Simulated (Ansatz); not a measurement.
# Converging the field response of a BaZrO3 (001), ZrO2 faces film, part 2 of 2

Aim: a convergence study of the equivalent conductor thickness of a BaZrO3 (001), ZrO2 faces film, with the cost of each setting.

Ansatz 0.2.0; plane-wave DFT, PBE, Ansatz PAW (the session's first sound run).

So far, equivalent conductor thickness p/(ε₀AE) (Å): step 2 (run, setting first choice) 9.07; step 13 (run, box 26.4 Å (run 6)) 9.07; step 14 (single point, box 26.4 Å (run 3)) 9.07; step 15 (run, box 26.4 Å (run 7)) 9.08; step 16 (single point, box 26.4 Å (run 4)) 9.02.

### 17. Run, box 26.4 Å (run 8)

File input.yaml:

```yaml
crystal:
  lattice:
    - [4.19, 0.0, 0.0]
    - [0.0, 4.19, 0.0]
    - [0.0, 0.0, 26.38]
  atoms:
    - { symbol: Zr, position: [0.5, 0.5, 0.3411675512] }
    - { symbol: O, position: [0.0, 0.5, 0.3411675512] }
    - { symbol: O, position: [0.5, 0.0, 0.3411675512] }
    - { symbol: Ba, position: [0.0, 0.0, 0.4205837756] }
    - { symbol: O, position: [0.5, 0.5, 0.4205837756] }
    - { symbol: Zr, position: [0.5, 0.5, 0.5] }
    - { symbol: O, position: [0.0, 0.5, 0.5] }
    - { symbol: O, position: [0.5, 0.0, 0.5] }
    - { symbol: Ba, position: [0.0, 0.0, 0.5794162244] }
    - { symbol: O, position: [0.5, 0.5, 0.5794162244] }
    - { symbol: Zr, position: [0.5, 0.5, 0.6588324488] }
    - { symbol: O, position: [0.0, 0.5, 0.6588324488] }
    - { symbol: O, position: [0.5, 0.0, 0.6588324488] }
kpoints:
  mp_grid: { grid: [6, 6, 1] }
hamiltonian:
  xc: pbe
scf:
  occupations: { method: fixed }
  convergence: { dr2_threshold: 1.0e-06 }
efield:
  axis: 3
  dipole_correction: true
  ramp_position: 0.97
  ramp_width: 0.06
  amplitude: 0.1
output:
  write_potential: true
  write_density: true
  volumetric_format: npy
```

Launch:

```sh
ansatz run input.yaml --threads 4 --pin off --max-ram 6144MiB --backend cpu --events-out ev --progress --plain --runs-dir out
```

The job ended after 12 s (4 threads of Intel Xeon Platinum 8488C (Sapphire Rapids), shared host; peak memory 1.1 GiB).

The dipole corresponds to a conductor 9.068 Å thick, -0.06 % from the first choice, at 0.86 times its CPU time.

### 18. Single point, box 26.4 Å (run 5)

input.yaml, as its differences from that of step 17:

```diff
@@ -25,3 +25,3 @@
   occupations: { method: fixed }
-  convergence: { dr2_threshold: 1.0e-06 }
+  convergence: { dr2_threshold: 1.0e-08 }
 efield:
```

Wall time 12 s (4 threads); peak memory 1.1 GiB; 46 s of CPU time.

The dipole corresponds to a conductor 9.073 Å thick, -0.01 % from the first choice, at 0.90 times its CPU time.

### 19. Single point, box 26.4 Å (run 6)

This step: plane-wave DFT, LDA, Ansatz PAW (Ansatz 0.2.0).

input.yaml, as its differences from that of step 18:

```diff
@@ -22,6 +22,6 @@
 hamiltonian:
-  xc: pbe
+  xc: lda
 scf:
   occupations: { method: fixed }
-  convergence: { dr2_threshold: 1.0e-08 }
+  convergence: { dr2_threshold: 1.0e-10 }
 efield:
```

Wall time 13 s (4 threads); peak memory 1.1 GiB; 46 s of CPU time.

The dipole corresponds to a conductor 9.080 Å thick, +0.07 % from the first choice, at 0.90 times its CPU time.

### 20. Run, box 26.4 Å (run 9)

This step: plane-wave DFT, r2SCAN, Ansatz PAW (Ansatz 0.2.0).

input.yaml, as its differences from that of step 19:

```diff
@@ -22,3 +22,3 @@
 hamiltonian:
-  xc: lda
+  xc: r2scan
 scf:
```

The job ended after 20 s (4 threads; peak memory 1.9 GiB; 72 s of CPU time).

The dipole corresponds to a conductor 8.878 Å thick, -2.16 % from the first choice, at 1.4 times its CPU time.

### 21. Run, box 26.4 Å (run 10)

This step: plane-wave DFT, PBE, norm-conserving (Ansatz 0.2.0).

input.yaml, as its differences from that of step 20:

```diff
@@ -22,3 +22,4 @@
 hamiltonian:
-  xc: r2scan
+  xc: pbe
+  pseudopotentials: { kind: nc }
 scf:
```

It took 63 s on 4 threads; peak memory 3.7 GiB.

The dipole corresponds to a conductor 9.066 Å thick, -0.08 % from the first choice, at 4.7 times its CPU time.

### 22. Single point, box 26.4 Å (run 7)

This step: plane-wave DFT, PBE, JTH PAW (Ansatz 0.2.0).

input.yaml, as its differences from that of step 21:

```diff
@@ -23,3 +23,3 @@
   xc: pbe
-  pseudopotentials: { kind: nc }
+  pseudopotentials: { kind: paw, source: jth }
 scf:
```

Run time: 62 s. Hardware: 4 threads; peak memory 4.6 GiB; 3.9 min of CPU time.

The dipole corresponds to a conductor 9.072 Å thick, -0.01 % from the first choice, at 4.6 times its CPU time.

### 23. Comparing the runs

Times are for 4 threads of Intel Xeon Platinum 8488C (Sapphire Rapids), shared host. The series side by side:

```tsv
no.	setting	equivalent conductor thickness p/(ε₀AE) (Å)	time	memory (GiB)
1	first choice	9.073	14 s	1.1
2	cutoff 250 eV	9.099	6.9 s	0.69
3	cutoff 330 eV	9.076	9.3 s	0.85
4	cutoff 600 eV	9.074	23 s	1.6
5	mesh 1x1	10.50	2.4 s	0.53
6	mesh 2x2	9.157	3.5 s	0.84
7	mesh 3x3	9.082	5.3 s	0.77
8	mesh 12x12	9.073	34 s	1.5
9	vacuum 10 Å	9.065	8.4 s	0.82
10	vacuum 14 Å	9.074	9.8 s	0.96
11	vacuum 26 Å	9.073	16 s	1.3
12	field 0.005 V/Å	9.073	13 s	1.1
13	field 0.03 V/Å	9.073	12 s	1.1
14	field 0.3 V/Å	9.078	13 s	1.1
15	SCF threshold 1e-04 eV	9.017	12 s	1.1
16	SCF threshold 1e-06 eV	9.068	12 s	1.1
17	SCF threshold 1e-08 eV	9.073	12 s	1.1
18	LDA, Ansatz PAW (420 eV)	9.080	13 s	1.1
19	r2SCAN, Ansatz PAW (500 eV)	8.878	20 s	1.9
20	PBE, norm-conserving (1240 eV)	9.066	63 s	3.7
21	PBE, JTH PAW (1380 eV)	9.072	62 s	4.6
```

### 24. Summary of results

```json
{
  "equivalent conductor thickness, first choice": "9.073 Å",
  "equivalent conductor thickness, cutoff 600 eV": "9.074 Å",
  "equivalent conductor thickness, mesh 1x1": "10.50 Å",
  "equivalent conductor thickness, vacuum 26 Å": "9.073 Å",
  "equivalent conductor thickness, LDA, Ansatz PAW (420 eV)": "9.080 Å",
  "equivalent conductor thickness, r2SCAN, Ansatz PAW (500 eV)": "8.878 Å"
}
```

In words: The first choice gives 9.07 Å. Numerical settings off by more than 1 % against it: mesh 1x1 (+15.7 %). The cheapest single change that stays within 0.5 % is mesh 3x3, at 37 % of the CPU time. Functionals and files move it by +0.1 % (LDA, Ansatz PAW (420 eV)), -2.2 % (r2SCAN, Ansatz PAW (500 eV)), -0.1 % (PBE, norm-conserving (1240 eV)) and under 0.1 % (PBE, JTH PAW (1380 eV)). The film is symmetric and its atoms are held, so the dipole is the electronic response to the field alone. Times of a few seconds on a shared host rank the settings only roughly. In 1 run of the series (vacuum 10 Å) the program warns that electrons reach the sawtooth's ramp, which makes dipole and work function less sure.

[Long decimals in the printed logs are rounded to 6 places.]

[Logs are printed without paths, hosts, clocks, repeated set-up lines and the standing remarks that a program may print on its own settings, such as how far it seeks lower states.]

[Hosts, paths, dates, database ids (printed as entryN), source tags and the programs' standing remarks are cut or masked in the printed files.]

[Maps of the electrostatic potential energy from Ansatz leave out the sawtooth potential of an applied field or a dipole correction, so their vacuum need not be flat; planar profiles and work functions include it.]
